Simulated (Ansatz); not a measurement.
In doubt: masses and optical values from hybrid runs of this build are listed as unsure (in some of the runs), which bears on the screening that GW takes from such a start; one-shot GW on d or f shells is unsure (in some of the runs), so the values of those runs are not to be relied on.

The crystal is Cs2InAgCl6 (Fm-3m).

```yaml
crystal:
  lattice:
    - [0.00000, 5.23450, 5.23450]
    - [5.23450, 0.00000, 5.23450]
    - [5.23450, 5.23450, 0.00000]
  atoms:
    - { symbol: Cs, position: [0.25000, 0.25000, 0.25000] }
    - { symbol: Cs, position: [0.75000, 0.75000, 0.75000] }
    - { symbol: In, position: [0.00000, 0.00000, 0.00000] }
    - { symbol: Ag, position: [0.50000, 0.50000, 0.50000] }
    - { symbol: Cl, position: [0.76021, 0.23979, 0.23979] }
    - { symbol: Cl, position: [0.23979, 0.76021, 0.23979] }
    - { symbol: Cl, position: [0.23979, 0.76021, 0.76021] }
    - { symbol: Cl, position: [0.76021, 0.23979, 0.76021] }
    - { symbol: Cl, position: [0.23979, 0.23979, 0.76021] }
    - { symbol: Cl, position: [0.76021, 0.76021, 0.23979] }
```

The cell and positions come from the Crystallography Open Database and are kept as given unless a step says otherwise. Spin-orbit coupling is left out unless a run names it.

Gaps computed with Ansatz 0.2.0 without a self-energy: HSE06 2.57 eV.

**Question.** What gap should G0W0 on HSE06 give (4×4×4 mesh, 1573 empty bands, screening to 180 eV, hard PAW files)?

About 3.56 eV: on its mesh the run moves the gap from 2.58 eV by +0.98 eV. Bands and cutoff are finite, so the gap is not at the basis limit. The miss can reach some tenths of an eV and take either sign; the mesh is an error of its own. A d shell, filled or nearly so, lies near the gap. One-shot GW converges very slowly in bands there, not always from below, and on a semilocal start the gap tends to come out low; starts rich in exact exchange can overshoot instead. The many-body steps are scalar-relativistic: spin-orbit coupling is not in them.

[Paths, hosts, dates, memory and timing lines, banners, echoed tables and standing remarks are left out of the program output.]

[Logs are printed without paths, hosts, clocks, repeated set-up lines and the standing remarks that a program may print on its own settings, such as how far it seeks lower states.]

[Runs of the session that timed out or met a known fault of the program may be left out.]

[Cells called generated may have been cut or substituted from an entry of the Crystallography Open Database or the Materials Project.]

[Hosts, paths, dates, database ids (printed as entryN), source tags and the programs' standing remarks are cut or masked in the printed files.]
